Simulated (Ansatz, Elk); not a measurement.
**Bonding as seen by X-rays: YSiBOs3**

The structure of YSiBOs3 used here is made up (a known structure type with other elements) and was relaxed beforehand with PBE. The aim is the Fourier transform of its all-electron density, F(hkl), set beside the sum over free spherical atoms that refinements use.

Program: Elk 11.2.3 (patched build). Level of theory: DFT, PBE, all-electron APW+lo, Dirac cores, scalar-relativistic bands, static density, no spin. Results are calculated unless marked as measured.

This account leaves out most program logs.

The structure was built from a prototype and need not be the compound's stable phase.

## (1) Starting point

It takes space group P-6m2 (No. 187, hexagonal). Conventional cell: a = 5.751 Å, b = 5.751 Å, c = 3.172 Å, α = 90.00°, β = 90.00°, γ = 120.00°. Nearest to Os lie 2 B at 2.23 Å and 2 Si at 2.36 Å and 6 Os at 2.72 to 3.17 Å and 4 Y at 3.29 Å. Y has 2 Y at 3.17 Å and 12 Os at 3.29 Å and 3 B at 3.32 Å and 3 Si at 3.32 Å nearest. Nearest to Si lie 6 Os at 2.36 Å and 2 Si at 3.17 Å and 3 Y at 3.32 Å and 3 B at 3.32 Å. Nearest to B lie 6 Os at 2.23 Å and 2 B at 3.17 Å and 3 Y at 3.32 Å and 3 Si at 3.32 Å. Farther neighbours are not listed.

## (2) Ground state and structure factors

An all-electron density is needed, since X-rays see the cores too. Task 0 finds the density and task 195 Fourier-transforms it; tshift is off so that phases refer to the origin typed.

Contents of elk.in:

```
tasks
  0
  195

xctype
  20

spinpol
  .false.

rgkmax
  7.0

gmaxvr
  14.0

lmaxo
  7

lmaxapw
  8

swidth
  0.002

tshift
  .false.

ramdisk
  .false.

hmaxvr
  5.5

maxscl
  120

epspot
  1e-06

sppath
  './'

avec
  10.86869912265 0.00000000000 0.00000000000
  -5.43434956133 9.41256954630 0.00000000000
  0.00000000000 0.00000000000 5.99368637876

atoms
  4
  'Os.in'
  3
  0.4911209468 0.9822418937 0.5000000000   0.000000 0.000000 0.000000
  0.4911209468 0.5088790532 0.5000000000   0.000000 0.000000 0.000000
  0.0177581063 0.5088790532 0.5000000000   0.000000 0.000000 0.000000
  'Y.in'
  1
  0.0000000000 0.0000000000 0.0000000000   0.000000 0.000000 0.000000
  'Si.in'
  1
  0.6666666667 0.3333333333 0.0000000000   0.000000 0.000000 0.000000
  'B.in'
  1
  0.3333333333 0.6666666667 0.0000000000   0.000000 0.000000 0.000000

ngridk
  5 5 7
```

Launch:

```
OMP_NUM_THREADS=4 elk
```

Wall time 79 s (4 threads of Arm Neoverse V1, shared host); peak memory 0.29 GiB.

SFACRHO.OUT:

```text

h k l indices transformed by vhmat matrix:
   1.000000000       0.000000000       0.000000000    
   0.000000000       1.000000000       0.000000000    
   0.000000000       0.000000000       1.000000000    

      h      k      l  multipl.   |H|            Re(F)            Im(F)           |F|

      0      0      0      1   0.0000000       286.00000      0.21497731E-15   286.00000    
      0     -1      0      3  0.66753136      -44.915289       9.0287499       45.813770    
     -1      0      0      3  0.66753136      -44.915289      -9.0287499       45.813770    
      0      0     -1      2   1.0483006      -156.09700     -0.24189091E-13   156.09700    
      1     -2      0      6   1.1561982      -19.369352      0.44012673E-07   19.369352    
     -1      0      1      6   1.2427922       90.016887       20.588341       92.341322    
      0     -1      1      6   1.2427922       90.016887      -20.588341       92.341322    
      2      0      0      3   1.3350627       214.05180       5.8985677       214.13305    
     -2      0      0      3   1.3350627       214.05180      -5.8985677       214.13305    
      1      1      1     12   1.5606821       100.48804     -0.19389273E-13   100.48804    
      0     -2     -1      6   1.6974471      -154.87464       5.6426417       154.97740    
     -2      0      1      6   1.6974471      -154.87464      -5.6426417       154.97740    
     -2      3      0      6   1.7661220      -35.919352      -31.632184       47.862249    
      1      2      0      6   1.7661220      -35.919352       31.632184       47.862249    
      3     -3      0      3   2.0025941      -21.647461      -37.527743       43.323712    
      0     -3      0      3   2.0025941      -21.647461       37.527743       43.323712    
     -2      3     -1     12   2.0538065       76.642558       19.534158       79.092762    
     -2     -1     -1     12   2.0538065       76.642558      -19.534158       79.092762
```

Elk indexes on the primitive cell of elk.in and gives |H| = 4π sin θ/λ in inverse bohr. Below, one row stands for each form hkl of the conventional cell (m members, Friedel mates merged), F is for one primitive cell and the density is static (no thermal factor). Free-atom factors are Waasmaier and Kirfel's, and R is Σm||F|−|F'||/Σm|F|.

| hkl | m | sin θ/λ (Å⁻¹) | abs F, DFT | neutral atoms | diff. | abs of complex diff. |
| --- | --- | --- | --- | --- | --- | --- |
| 100 | 6 | 0.100 | 45.814 | 45.711 | +0.103 | 0.104 |
| 001 | 2 | 0.158 | 156.097 | 156.162 | -0.065 | 0.065 |
| 110 | 6 | 0.174 | 19.369 | 19.380 | -0.011 | 0.011 |
| 101 | 12 | 0.187 | 92.341 | 92.600 | -0.259 | 0.261 |
| 200 | 6 | 0.201 | 214.133 | 214.647 | -0.514 | 0.515 |
| 111 | 12 | 0.235 | 100.488 | 100.548 | -0.060 | 0.060 |
| 201 | 12 | 0.255 | 154.978 | 155.611 | -0.633 | 0.640 |
| 210 | 12 | 0.266 | 47.862 | 48.103 | -0.241 | 0.245 |
| 300 | 6 | 0.301 | 43.324 | 43.604 | -0.281 | 0.315 |
| 211 | 24 | 0.309 | 79.093 | 79.140 | -0.047 | 0.051 |
| 002 | 2 | 0.315 | 203.161 | 203.930 | -0.769 | 0.769 |
| 102 | 12 | 0.331 | 35.171 | 35.394 | -0.223 | 0.245 |
| 301 | 12 | 0.340 | 97.229 | 97.409 | -0.180 | 0.181 |
| 220 | 6 | 0.348 | 189.496 | 189.897 | -0.401 | 0.401 |

## (3) The highest occupied states alone

An energy window below the Fermi level keeps the highest occupied states, to see at which angles they scatter; shallow core shells can lie inside it and anion s states outside. No new self-consistency is needed.

Edit elk.in of step 2 so:

```diff
@@ -1,3 +1,2 @@
 tasks
-  0
   195
@@ -40,2 +39,5 @@
 
+wsfac
+  -0.020520 0.720470
+
 sppath
```

Launch:

```
OMP_NUM_THREADS=4 elk
```

Run time: 17 s. Hardware: 4 threads; peak memory 0.16 GiB; 21 s of CPU time.

States within 12 eV below the Fermi level hold 34.00 electrons; any levels below the window count with the cores. Their amplitudes can exceed the total, where window and core parts have opposite phase:

| hkl | sin θ/λ (Å⁻¹) | abs F, window | abs F, all |
| --- | --- | --- | --- |
| 100 | 0.100 | 6.850 | 45.814 |
| 001 | 0.158 | 7.216 | 156.097 |
| 110 | 0.174 | 0.655 | 19.369 |
| 101 | 0.187 | 1.546 | 92.341 |
| 200 | 0.201 | 5.082 | 214.133 |
| 111 | 0.235 | 2.064 | 100.488 |
| 201 | 0.255 | 2.689 | 154.978 |
| 210 | 0.266 | 0.867 | 47.862 |
| 300 | 0.301 | 0.246 | 43.324 |
| 211 | 0.309 | 0.573 | 79.093 |

## (4) Another functional

The difference from free atoms is small, so it is set against the change that LDA (Perdew-Wang) makes.

Edit elk.in of step 3 so:

```diff
@@ -1,2 +1,3 @@
 tasks
+  0
   195
@@ -4,3 +5,3 @@
 xctype
-  20
+  3
 
@@ -39,5 +40,2 @@
 
-wsfac
-  -0.020520 0.720470
-
 sppath
```

Launch:

```
OMP_NUM_THREADS=4 elk
```

It took 50 s on 4 threads; peak memory 0.2 GiB.

Against the first run R = 0.02 %; the largest change is -0.047 at 442.

## (5) Basis size

A smaller basis shows how fast F responds to it; the change is likely larger than the basis error of the first run, but doesn't show convergence.

Edit elk.in of step 4 so:

```diff
@@ -5,3 +5,3 @@
 xctype
-  3
+  20
 
@@ -11,3 +11,3 @@
 rgkmax
-  7.0
+  5.5
```

Launch:

```
OMP_NUM_THREADS=4 elk
```

Wall time 59 s (4 threads); peak memory 0.28 GiB.

Against the first run R = 0.02 %; the largest change is +0.124 at 202.

## (6) Settings against the effect

| run | R against the first run (%) | R against neutral atoms, low angle (%) | wall time |
| --- | --- | --- | --- |
| PBE, rgkmax 7 | 0.00 | 0.27 | 79 s |
| LDA (Perdew-Wang) | 0.02 | 0.26 | 50 s |
| rgkmax 5.5 | 0.02 | 0.31 | 59 s |

## (7) Results

```
R against neutral atoms, sin θ/λ < 0.3 Å⁻¹ : 0.27 %
R against neutral atoms, 0.3 to 0.82 Å⁻¹   : 0.19 %
```

**Reading.** Independent neutral atoms miss the calculated amplitudes by R = 0.27 % below 0.3 Å⁻¹ and 0.19 % from there to 0.82 Å⁻¹; by shells, 0.22 % below 0.15 Å⁻¹ (1 form), 0.27 % 0.15 to 0.3 (7 forms), 0.14 % 0.3 to 0.45 (16 forms), 0.20 % above 0.45 (91 forms). Bonding, aspherical density and the tables' own atoms all enter these figures, and the runs don't part them. The largest change of an amplitude is -0.77 electrons, at 002. R counts amplitudes alone; phases shift too. The window's part falls from 34.0 electrons at the origin to at most 0.64 between 0.45 and 0.82 Å⁻¹. Below 0.3 Å⁻¹ the changes that finished (LDA (Perdew-Wang) and rgkmax 5.5) move F by R = 0.04 % at most, against the 0.27 % that separates it from free atoms. The k-mesh has no finished test. These runs have no spin, though d or f shells may be open. Spin-orbit coupling is left out, which can matter for elements this heavy. Part of the difference isn't bonding: the tables are fits to free atoms and ions calculated by other methods than this functional. Thermal motion, anomalous dispersion and extinction are left out.

[Logs are printed without paths, hosts, clocks, repeated set-up lines and the standing remarks that a program may print on its own settings, such as how far it seeks lower states.]

[Hosts, paths, dates, database ids (printed as entryN), source tags and the programs' standing remarks are cut or masked in the printed files.]
